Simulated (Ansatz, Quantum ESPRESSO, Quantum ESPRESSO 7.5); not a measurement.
**Mo: work function by face**

Aim: the work function of the low-index faces of Mo, their order, and how far the functional matters.

Method: plane-wave DFT, PBE, GBRV ultrasoft pseudopotentials (geometry and cross-check by Ansatz 0.2.0 with PAW datasets; geometry under PBE), in Quantum ESPRESSO 7.5.

The experiments to compare with:

“Anisotropic work function of elemental crystals” (2019, arxiv:1902.07811) quotes from earlier work for Mo (clean single-crystal faces): work function of (110) (clean (110) face) 4.95 eV; work function of (100) (clean (100) face, which reconstructs) 4.45 eV; work function of (111) (clean (111) face) 4.52 eV.

Report form: the programs' logs are mostly left out.

## 1. Set-up

The cell holds 7 atoms: 7 Mo. Cell: a = 2.728 Å, b = 2.728 Å, c = 29.364 Å, α = 90.0°, β = 90.0°, γ = 70.5°. It derives from Mo. Vacuum lies along c.

Structure file:

```cif
data_structure
_symmetry_space_group_name_H-M 'P 1'
_symmetry_Int_Tables_number 1
_cell_length_a 2.7280
_cell_length_b 2.7280
_cell_length_c 29.3643
_cell_angle_alpha 90.000
_cell_angle_beta 90.000
_cell_angle_gamma 70.529
_cell_volume 206.03
loop_
_atom_site_label
_atom_site_type_symbol
_atom_site_fract_x
_atom_site_fract_y
_atom_site_fract_z
_atom_site_occupancy
Mo1 Mo 0.00000 0.00000 0.27244 1
Mo2 Mo 0.50000 0.50000 0.34829 1
Mo3 Mo 0.00000 0.00000 0.42415 1
Mo4 Mo 0.50000 0.50000 0.50000 1
Mo5 Mo 0.00000 0.00000 0.57585 1
Mo6 Mo 0.50000 0.50000 0.65171 1
Mo7 Mo 0.00000 0.00000 0.72756 1
```

## 2. Geometry from Ansatz of (110)

The geometry comes first, from a plane-wave PAW code, so that the later runs on this slab share one structure.

The input, input.yaml:

```yaml
crystal:
  lattice:
    - [2.2273863607, -1.575, 0.0]
    - [2.2273863607, 1.575, 0.0]
    - [0.0, 0.0, 29.3643181644]
  atoms:
    - { symbol: Mo, position: [0.0, 0.0, 0.2724394946] }
    - { symbol: Mo, position: [0.5, 0.5, 0.3482929964] }
    - { symbol: Mo, position: [0.0, 0.0, 0.4241464982] }
    - { symbol: Mo, position: [0.5, 0.5, 0.5] }
    - { symbol: Mo, position: [0.0, 0.0, 0.5758535018] }
    - { symbol: Mo, position: [0.5, 0.5, 0.6517070036] }
    - { symbol: Mo, position: [0.0, 0.0, 0.7275605054] }
kpoints:
  mp_grid: { grid: [12, 12, 1] }
hamiltonian:
  xc: pbe
scf:
  occupations: { method: fermi_dirac, width: 0.1 }
  convergence: { dr2_threshold: 1.0e-08 }
efield:
  axis: 3
  dipole_correction: true
  ramp_position: 0.97
  ramp_width: 0.04
relax:
  f_tol: 0.01
  constraints: [{ sites: [2, 3, 4] }]
output:
  write_potential: true
  write_density: true
  volumetric_format: npy
```

Started as:

```bash
$ ansatz run input.yaml --threads 4 --pin off --max-ram 8192MiB --backend cpu --events-out ev --progress --plain --runs-dir out
```

Elapsed: 49 s, on 4 threads of Arm Neoverse V2, shared host; peak memory 0.84 GiB; 3.2 min of CPU time.

Relaxation path:

```csv
step,energy less that of the first step (eV),largest force component (eV/Å)
1,0.0000,0.6586
2,0.0293,0.8573
3,-0.0498,0.1704
4,-0.0525,0.0037
```

Relaxation step 2 was tried and not accepted.

Forces are held to the 4 operations that the run works with; a distortion that breaks them can't arise in this run.

The atoms that moved most (Å):

```csv
atom,dx,dy,dz,length
Mo7,0.000,0.000,-0.061,0.061
Mo1,0.000,0.000,0.061,0.061
Mo2,0.000,0.000,-0.027,0.027
Mo6,0.000,0.000,0.027,0.027
```

The relaxed structure:

```cif
data_structure
_symmetry_space_group_name_H-M 'P 1'
_symmetry_Int_Tables_number 1
_cell_length_a 2.7280
_cell_length_b 2.7280
_cell_length_c 29.3643
_cell_angle_alpha 90.000
_cell_angle_beta 90.000
_cell_angle_gamma 70.529
_cell_volume 206.03
loop_
_atom_site_label
_atom_site_type_symbol
_atom_site_fract_x
_atom_site_fract_y
_atom_site_fract_z
_atom_site_occupancy
Mo1 Mo 0.00000 0.00000 0.27452 1
Mo2 Mo 0.50000 0.50000 0.34738 1
Mo3 Mo 0.00000 0.00000 0.42415 1
Mo4 Mo 0.50000 0.50000 0.50000 1
Mo5 Mo 0.00000 0.00000 0.57585 1
Mo6 Mo 0.50000 0.50000 0.65262 1
Mo7 Mo 0.00000 0.00000 0.72548 1
```

The relaxation lowers the energy by 8 meV an atom. Held were the atoms numbered 3, 4 and 5; the forces quoted are those on the free ones.

Read from the output:

```
free energy                     : -34689.7976 eV
energy at zero smearing         : -34689.7185 eV
smearing term TS                : 0.1581 eV
Fermi energy                    : 9.139 eV
symmetry operations             : 4
work function of the upper face : 4.547 eV
work function of the lower face : 4.547 eV
dipole along the normal         : 2.24e-6 e·Å
```

## 3. SCF with pw.x of (110), PBE

Both faces of the slab are alike, so a plain periodic cell serves and symmetry is kept.

Level of this step: plane-wave DFT, PBE, GBRV ultrasoft pseudopotentials (Quantum ESPRESSO 7.5).

The input, 110.pbe.in:

```
&control
  prefix = '110.pbe'
  outdir = './out'
  pseudo_dir = './pseudo'
  calculation = 'scf'
  tprnfor = .true.
/
&system
  ibrav = 0
  nat = 7
  ntyp = 1
  ecutwfc = 40
  ecutrho = 200
  occupations = 'smearing'
  smearing = 'mv'
  degauss = 0.02
/
&electrons
  conv_thr = 1e-07
  mixing_beta = 0.4
  electron_maxstep = 120
  mixing_mode = 'local-TF'
/
ATOMIC_SPECIES
  Mo  95.9500  mo_pbe_v1.uspp.F.UPF
CELL_PARAMETERS angstrom
  2.22738636070000 -1.57500000000000 0.00000000000000
  2.22738636070000 1.57500000000000 0.00000000000000
  0.00000000000000 0.00000000000000 29.36431816440000
ATOMIC_POSITIONS crystal
  Mo  0.000000000000 0.000000000000 0.274518073515
  Mo  0.500000000000 0.500000000000 0.347375890538
  Mo  0.000000000000 0.000000000000 0.424146498200
  Mo  0.500000000000 0.500000000000 0.500000000000
  Mo  0.000000000000 0.000000000000 0.575853501800
  Mo  0.500000000000 0.500000000000 0.652624106205
  Mo  -0.000000000000 -0.000000000000 0.725481924697
K_POINTS automatic
  12 12 1 0 0 0
```

Started as:

```bash
$ OMP_NUM_THREADS=1 mpirun -n 4 pw.x -nk 4 -in 110.pbe.in > 110.pbe.out
```

Elapsed: 1.8 min, on 4 MPI ranks; peak memory 0.69 GiB.

Numbers from this step:

| Item | Value |
| --- | --- |
| free energy | -13268.1930 eV |
| Fermi energy | 9.265 eV |

## 4. Electrostatic potential of (110)

plot_num = 11 writes the bare and Hartree potential. It leaves out exchange and correlation, which fade slowly, so it flattens close to the surface.

The input, 110.pbe.pot.in:

```
&inputpp
  prefix = '110.pbe'
  outdir = './out'
  filplot = '110.pbe.pot.dat'
  plot_num = 11
/
```

Started as:

```bash
$ OMP_NUM_THREADS=1 mpirun -n 4 pp.x -in 110.pbe.pot.in > 110.pbe.pot.out
```

Elapsed: 0.79 s, on 4 MPI ranks; peak memory 0.09 GiB.

This step gave:

* work function of the upper face: 4.579 eV
* slope of the potential above: 9.55e-4 eV/Å
* upper vacuum line continued to the top atoms, over the Fermi level: 4.574 eV
* work function of the lower face: 4.579 eV
* slope of the potential below: -6.40e-4 eV/Å
* lower vacuum line continued to the bottom atoms, over the Fermi level: 4.576 eV

The potential energy, planar mean oscillates, so the rows of the table below give means over windows of 1 Å about each position, cut where the curve ends. Its maxima inside the range that stand out by 2 % of the span (Å: eV): 9.2: -3.02, 11.3: -2.09, 13.6: -2.27, 15.7: -2.27, 18.1: -2.09, 20.2: -3.02. Its minima: 8.1: -34.1, 10.2: -34.7, 12.5: -34.5, 14.7: -34.5, 16.9: -34.5, 19.1: -34.7, 21.3: -34.1.

Electrostatic potential energy of an electron; zero at the Fermi level. Table of potential energy, planar mean by z; means over each step:

z (Å), potential energy, planar mean (eV) and a bar from the least value:
```
        0        4.6 ##############################
        1        4.6 ##############################
        2        4.6 ##############################
        3        4.6 ##############################
        4        4.6 ##############################
        5        4.5 ##############################
        6        4.0 #############################
        7       -2.0 ########################
        8      -27.1 
        9       -7.2 ###################
       10      -25.8 #
       11       -9.1 #################
       12      -19.1 ########
       13      -16.3 ##########
       14      -12.2 ##############
       15      -23.1 ####
       16       -6.9 ###################
       17      -27.2 
       18       -5.0 #####################
       19      -26.4 #
       20       -8.8 #################
       21      -23.3 ####
       22      -10.9 ###############
       23        3.1 #############################
       24        4.4 ##############################
       25        4.6 ##############################
       26        4.6 ##############################
       27        4.6 ##############################
       28        4.6 ##############################
       29        4.6 ##############################
```

## 5. Self-consistent run of (110), LDA

The same atoms under a second functional.

Level of this step: plane-wave DFT, LDA, GBRV ultrasoft pseudopotentials (Quantum ESPRESSO 7.5).

110.lda.in is the input of step 3 with these lines changed:

```diff
@@ -1,3 +1,3 @@
 &control
-  prefix = '110.pbe'
+  prefix = '110.lda'
   outdir = './out'
@@ -24,3 +24,3 @@
 ATOMIC_SPECIES
-  Mo  95.9500  mo_pbe_v1.uspp.F.UPF
+  Mo  95.9500  mo_lda_v1.uspp.F.UPF
 CELL_PARAMETERS angstrom
```

Started as:

```bash
$ OMP_NUM_THREADS=1 mpirun -n 4 pw.x -nk 4 -in 110.lda.in > 110.lda.out
```

It took 1.9 min on 4 MPI ranks; peak memory 0.69 GiB.

Numbers from this step:

| Item | Value |
| --- | --- |
| free energy | -13282.8705 eV |
| Fermi energy | 8.986 eV |

## 6. Electrostatic potential of (110)

The input, 110.lda.pot.in:

```
&inputpp
  prefix = '110.lda'
  outdir = './out'
  filplot = '110.lda.pot.dat'
  plot_num = 11
/
```

Started as:

```bash
$ OMP_NUM_THREADS=1 mpirun -n 4 pp.x -in 110.lda.pot.in > 110.lda.pot.out
```

Elapsed: 0.78 s, on 4 MPI ranks; peak memory 0.1 GiB; 2.8 s of CPU time.

Read from the output:

| Property | Result |
| --- | --- |
| work function of the upper face | 4.852 eV |
| slope of the potential above | 6.91e-4 eV/Å |
| upper vacuum line continued to the top atoms, over the Fermi level | 4.848 eV |
| work function of the lower face | 4.852 eV |
| slope of the potential below | -4.33e-4 eV/Å |
| lower vacuum line continued to the bottom atoms, over the Fermi level | 4.850 eV |

On (110) the work function under LDA lies +0.27 eV from PBE's.

## 7. Geometry from Ansatz of (100)

Level of this step: plane-wave DFT, PBE, Ansatz PAW (Ansatz 0.2.0).

System of this step: Mo(100), 5 layers. The cell holds 5 atoms: 5 Mo. Cell: a = 3.150 Å, b = 3.150 Å, c = 22.300 Å, α = 90.0°, β = 90.0°, γ = 90.0°. It derives from Mo. Vacuum lies along c.

input.yaml, the sections that differ from step 2:

```yaml
crystal:
  lattice:
    - [3.15, 0.0, 0.0]
    - [0.0, 3.15, 0.0]
    - [0.0, 0.0, 22.3]
  atoms:
    - { symbol: Mo, position: [0.0, 0.0, 0.3587443946] }
    - { symbol: Mo, position: [0.5, 0.5, 0.4293721973] }
    - { symbol: Mo, position: [0.0, 0.0, 0.5] }
    - { symbol: Mo, position: [0.5, 0.5, 0.5706278027] }
    - { symbol: Mo, position: [0.0, 0.0, 0.6412556054] }
kpoints:
  mp_grid: { grid: [10, 10, 1] }
relax:
  f_tol: 0.01
  constraints: [{ sites: [2] }]
# hamiltonian, scf, efield, output: as in step 2
```

Started as:

```bash
$ ansatz run input.yaml --threads 4 --pin off --max-ram 8192MiB --backend cpu --events-out ev --progress --plain --runs-dir out
```

The job ended after 19 s (4 threads; peak memory 0.58 GiB).

The steps of the relaxation:

```csv
step,energy less that of the first step (eV),largest force component (eV/Å)
1,0.0000,1.2580
2,-0.1268,1.0584
3,-0.2227,0.0797
4,-0.2226,0.0868
5,-0.2244,0.0035
```

Relaxation step 4 was tried and not accepted.

The atoms that moved most (Å):

```csv
atom,dx,dy,dz,length
Mo1,0.000,0.000,0.132,0.132
Mo5,0.000,0.000,-0.132,0.132
Mo2,0.000,0.000,-0.037,0.037
Mo4,0.000,0.000,0.037,0.037
```

The relaxed structure:

```xyz
5
Lattice="3.1500 0.0000 0.0000 0.0000 3.1500 0.0000 0.0000 0.0000 22.3000" Properties=species:S:1:pos:R:3
Mo    0.0000    0.0000    8.1321
Mo    1.5750    1.5750    9.5378
Mo    0.0000    0.0000   11.1500
Mo    1.5750    1.5750   12.7622
Mo    0.0000    0.0000   14.1679
```

The relaxation lowers the energy by 45 meV an atom. Held were the atoms numbered 3; the forces quoted are those on the free ones.

Numbers from this step:

```
free energy                     : -24776.0855 eV
energy at zero smearing         : -24775.9718 eV
smearing term TS                : 0.2274 eV
Fermi energy                    : 4.981 eV
symmetry operations             : 8
work function of the upper face : 3.916 eV
work function of the lower face : 3.916 eV
dipole along the normal         : -6.67e-7 e·Å
```

## 8. Ground state of (100), PBE

Level of this step: plane-wave DFT, PBE, GBRV ultrasoft pseudopotentials (Quantum ESPRESSO 7.5).

The input, 100.pbe.in:

```
&control
  prefix = '100.pbe'
  outdir = './out'
  pseudo_dir = './pseudo'
  calculation = 'scf'
  tprnfor = .true.
/
&system
  ibrav = 0
  nat = 5
  ntyp = 1
  ecutwfc = 40
  ecutrho = 200
  occupations = 'smearing'
  smearing = 'mv'
  degauss = 0.02
/
&electrons
  conv_thr = 1e-07
  mixing_beta = 0.4
  electron_maxstep = 120
  mixing_mode = 'local-TF'
/
ATOMIC_SPECIES
  Mo  95.9500  mo_pbe_v1.uspp.F.UPF
CELL_PARAMETERS angstrom
  3.15000000000000 0.00000000000000 0.00000000000000
  0.00000000000000 3.15000000000000 0.00000000000000
  0.00000000000000 0.00000000000000 22.30000000000000
ATOMIC_POSITIONS crystal
  Mo  -0.000000000000 0.000000000000 0.364667327365
  Mo  0.500000000000 0.500000000000 0.427702143921
  Mo  0.000000000000 0.000000000000 0.500000000000
  Mo  0.500000000000 0.500000000000 0.572297854748
  Mo  0.000000000000 0.000000000000 0.635332683679
K_POINTS automatic
  10 10 1 0 0 0
```

Started as:

```bash
$ OMP_NUM_THREADS=1 mpirun -n 4 pw.x -nk 4 -in 100.pbe.in > 100.pbe.out
```

The job ended after 48 s (4 MPI ranks; peak memory 0.62 GiB).

This step gave:

- free energy: -9474.8940 eV
- Fermi energy: 5.079 eV

## 9. Electrostatic potential of (100)

The input, 100.pbe.pot.in:

```
&inputpp
  prefix = '100.pbe'
  outdir = './out'
  filplot = '100.pbe.pot.dat'
  plot_num = 11
/
```

Started as:

```bash
$ OMP_NUM_THREADS=1 mpirun -n 4 pp.x -in 100.pbe.pot.in > 100.pbe.pot.out
```

Wall time 0.79 s (4 MPI ranks); peak memory 0.11 GiB; 2.8 s of CPU time.

Numbers from this step:

| Item | Value |
| --- | --- |
| work function of the upper face | 3.929 eV |
| slope of the potential above | 0.001315 eV/Å |
| upper vacuum line continued to the top atoms, over the Fermi level | 3.921 eV |
| work function of the lower face | 3.929 eV |
| slope of the potential below | -9.94e-4 eV/Å |
| lower vacuum line continued to the bottom atoms, over the Fermi level | 3.923 eV |

The potential energy, planar mean oscillates, so the rows of the table below give means over windows of 1.51 Å about each position, cut where the curve ends. Its maxima inside the range that stand out by 2 % of the span (Å: eV): 8.8: -11.7, 10.3: -7.81, 12.0: -7.81, 13.5: -11.7. Its minima: 8.1: -23.8, 9.5: -24.3, 11.2: -24.1, 12.8: -24.3, 14.2: -23.8.

Electrostatic potential energy of an electron; zero at the Fermi level. The potential energy, planar mean by z; means over each step:

```csv
z (Å),"potential energy, planar mean (eV)"
0.76,3.93
2.27,3.93
3.78,3.92
5.29,3.80
6.80,0.770
8.31,-17.0
9.82,-16.3
11.33,-16.3
12.84,-17.2
14.35,-15.0
15.86,2.52
17.37,3.87
18.88,3.93
20.39,3.93
21.90,3.93
```

## 10. Self-consistent run of (100), LDA

Level of this step: plane-wave DFT, LDA, GBRV ultrasoft pseudopotentials (Quantum ESPRESSO 7.5).

100.lda.in is the input of step 8 with these lines changed:

```diff
@@ -1,3 +1,3 @@
 &control
-  prefix = '100.pbe'
+  prefix = '100.lda'
   outdir = './out'
@@ -24,3 +24,3 @@
 ATOMIC_SPECIES
-  Mo  95.9500  mo_pbe_v1.uspp.F.UPF
+  Mo  95.9500  mo_lda_v1.uspp.F.UPF
 CELL_PARAMETERS angstrom
```

Started as:

```bash
$ OMP_NUM_THREADS=1 mpirun -n 4 pw.x -nk 4 -in 100.lda.in > 100.lda.out
```

The job ended after 49 s (4 MPI ranks; peak memory 0.51 GiB).

Numbers from this step:

```
free energy  : -9485.0664 eV
Fermi energy : 4.791 eV
```

## 11. Potential by pp.x of (100)

The input, 100.lda.pot.in:

```
&inputpp
  prefix = '100.lda'
  outdir = './out'
  filplot = '100.lda.pot.dat'
  plot_num = 11
/
```

Started as:

```bash
$ OMP_NUM_THREADS=1 mpirun -n 4 pp.x -in 100.lda.pot.in > 100.lda.pot.out
```

Elapsed: 0.77 s, on 4 MPI ranks; peak memory 0.11 GiB.

Read from the output:

* work function of the upper face: 4.213 eV
* slope of the potential above: 8.42e-4 eV/Å
* upper vacuum line continued to the top atoms, over the Fermi level: 4.208 eV
* work function of the lower face: 4.213 eV
* slope of the potential below: -6.28e-4 eV/Å
* lower vacuum line continued to the bottom atoms, over the Fermi level: 4.209 eV

On (100) the work function under LDA lies +0.28 eV from PBE's.

## 12. Relaxation with Ansatz of (111)

Level of this step: plane-wave DFT, PBE, Ansatz PAW (Ansatz 0.2.0).

System of this step: Mo(111), 9 layers. The cell holds 9 atoms: 9 Mo. Its edges and angles: a = 4.455 Å, b = 4.455 Å, c = 23.275 Å, α = 90.0°, β = 90.0°, γ = 60.0°. It derives from Mo. Vacuum lies along c.

input.yaml, the sections that differ from step 7:

```yaml
crystal:
  lattice:
    - [4.4547727215, 0.0, 0.0]
    - [2.2273863607, 3.8579463449, 0.0]
    - [0.0, 0.0, 23.2746133918]
  atoms:
    - { symbol: Mo, position: [0.3333333333, 0.3333333333, 0.3437221433] }
    - { symbol: Mo, position: [0.6666666667, 0.6666666667, 0.3827916075] }
    - { symbol: Mo, position: [0.0, 0.0, 0.4218610717] }
    - { symbol: Mo, position: [0.3333333333, 0.3333333333, 0.4609305358] }
    - { symbol: Mo, position: [0.6666666667, 0.6666666667, 0.5] }
    - { symbol: Mo, position: [0.0, 0.0, 0.5390694642] }
    - { symbol: Mo, position: [0.3333333333, 0.3333333333, 0.5781389283] }
    - { symbol: Mo, position: [0.6666666667, 0.6666666667, 0.6172083925] }
    - { symbol: Mo, position: [0.0, 0.0, 0.6562778567] }
kpoints:
  mp_grid: { grid: [6, 6, 1] }
relax:
  f_tol: 0.01
  constraints: [{ sites: [2, 3, 4, 5, 6] }]
# hamiltonian, scf, efield, output: as in step 7
```

Started as:

```bash
$ ansatz run input.yaml --threads 4 --pin off --max-ram 8192MiB --backend cpu --events-out ev --progress --plain --runs-dir out
```

It took 28 s on 4 threads; peak memory 0.92 GiB; 1.8 min of CPU time.

The steps of the relaxation:

```csv
step,energy less that of the first step (eV),largest force component (eV/Å)
1,0.0000,1.9273
2,-0.4508,0.7352
3,-0.5016,0.4692
4,-0.5174,0.0266
5,-0.5173,0.0320
6,-0.5174,0.0001
```

Relaxation step 5 was tried and not accepted.

The atoms that moved most (Å):

```csv
atom,dx,dy,dz,length
Mo9,0.000,0.000,-0.249,0.249
Mo1,0.000,0.000,0.249,0.249
Mo8,0.000,0.000,-0.079,0.079
Mo2,0.000,0.000,0.079,0.079
```

The relaxation lowers the energy by 57 meV an atom. Held were the atoms numbered 3, 4, 5, 6 and 7; the forces quoted are those on the free ones.

Read from the output:

```
free energy                     : -44597.6067 eV
energy at zero smearing         : -44597.4782 eV
smearing term TS                : 0.2571 eV
Fermi energy                    : 4.962 eV
symmetry operations             : 6
work function of the upper face : 3.876 eV
work function of the lower face : 3.876 eV
dipole along the normal         : 9.09e-6 e·Å
```

## 13. Self-consistent run of (111), PBE

Level of this step: plane-wave DFT, PBE, GBRV ultrasoft pseudopotentials (Quantum ESPRESSO 7.5).

The input, 111.pbe.in:

```
&control
  prefix = '111.pbe'
  outdir = './out'
  pseudo_dir = './pseudo'
  calculation = 'scf'
  tprnfor = .true.
/
&system
  ibrav = 0
  nat = 9
  ntyp = 1
  ecutwfc = 40
  ecutrho = 200
  occupations = 'smearing'
  smearing = 'mv'
  degauss = 0.02
/
&electrons
  conv_thr = 1e-07
  mixing_beta = 0.4
  electron_maxstep = 120
  mixing_mode = 'local-TF'
/
ATOMIC_SPECIES
  Mo  95.9500  mo_pbe_v1.uspp.F.UPF
CELL_PARAMETERS angstrom
  4.45477272149715 0.00000000002887 0.00000000000000
  2.22738636072357 3.85794634491690 0.00000000000000
  0.00000000000000 0.00000000000000 23.27461339180000
ATOMIC_POSITIONS crystal
  Mo  0.333333333333 0.333333333333 0.354402067270
  Mo  0.666666666667 0.666666666667 0.386195623141
  Mo  0.000000000000 0.000000000000 0.421861071700
  Mo  0.333333333333 0.333333333333 0.460930535800
  Mo  0.666666666667 0.666666666667 0.500000000000
  Mo  0.000000000000 0.000000000000 0.539069464200
  Mo  0.333333333333 0.333333333333 0.578138928300
  Mo  0.666666666667 0.666666666667 0.613804368415
  Mo  -0.000000000000 -0.000000000000 0.645597926103
K_POINTS automatic
  6 6 1 0 0 0
```

Started as:

```bash
$ OMP_NUM_THREADS=1 mpirun -n 4 pw.x -nk 2 -in 111.pbe.in > 111.pbe.out
```

Wall time 85 s (4 MPI ranks); peak memory 0.84 GiB.

Numbers from this step:

| Item | Value |
| --- | --- |
| free energy | -17055.5281 eV |
| Fermi energy | 5.051 eV |

(Part 1 of 2 ends here.)

[Logs are printed without paths, hosts, clocks, repeated set-up lines and the standing remarks that a program may print on its own settings, such as how far it seeks lower states.]

[Hosts, paths, dates, database ids (printed as entryN), source tags and the programs' standing remarks are cut or masked in the printed files.]

[Maps of the electrostatic potential energy from Ansatz leave out the sawtooth potential of an applied field or a dipole correction, so their vacuum need not be flat; planar profiles and work functions include it.]
